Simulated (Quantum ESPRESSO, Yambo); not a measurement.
Planning a run of Yambo 5.3.0 on Te2Mo (P6_3/mmc). The input:

```
optics
bss
bse
em1s
dipoles
rim_cut
RandQpts= 1000000
RandGvec= 1 RL
Chimod= "HARTREE"
BSKmod= "SEX"
BSEmod= "resonant"
BSSmod= "d"
BSENGexx= 1 RL
BSENGBlk= 4 Ry
% BSEQptR
 1 | 1 |
%
% BSEBands
 58 | 66 |
%
% BEnRange
 0 | 4 | eV
%
% BDmRange
 0.1 | 0.1 | eV
%
BEnSteps= 81
% BLongDir
 1 | 0 | 0 |
%
% BndsRnXs
 45 | 97 |
%
NGsBlkXs= 4 Ry
% LongDrXs
 1 | 1 | 1 |
%
% KfnQP_E
 0.433 | 1.0 | 1.0 |
%
WRbsWF
FFTGvecs= 40 Ry
```

```sh
OMP_NUM_THREADS=2 mpirun -n 4 yambo -F bse10.in -J bse10,bse9_W -C bse10 > bse10.log
```

The stored states that it reads are on a 9×9×2 mesh. The structure is hexagonal, space group P6_3/mmc (No. 194). Conventional cell: a = 3.518 Å, b = 3.518 Å, c = 13.974 Å, α = 90.00°, β = 90.00°, γ = 120.00°. Te has 3 Mo at 2.72 Å nearest. Nearest to Mo lie 6 Te at 2.72 Å. Farther neighbours and most contacts between anions are not listed.

Q: How long will it take on 4 MPI ranks of Arm Neoverse V2, shared host, and how much memory?

It took 2.2 min; on shared hardware allow 65 s to 4.3 min. Peak host memory was 2.0 GiB.

The kernel grows as the square of the matrix size, and full diagonalisation as its cube.

[Paths, hosts, dates, memory and timing lines, banners, echoed tables and standing remarks are left out of the program output.]

[Logs are printed without paths, hosts, clocks, repeated set-up lines and the standing remarks that a program may print on its own settings, such as how far it seeks lower states.]

[Runs of the session that timed out or met a known fault of the program may be left out.]

[Hosts, paths, dates, database ids (printed as entryN), source tags and the programs' standing remarks are cut or masked in the printed files.]
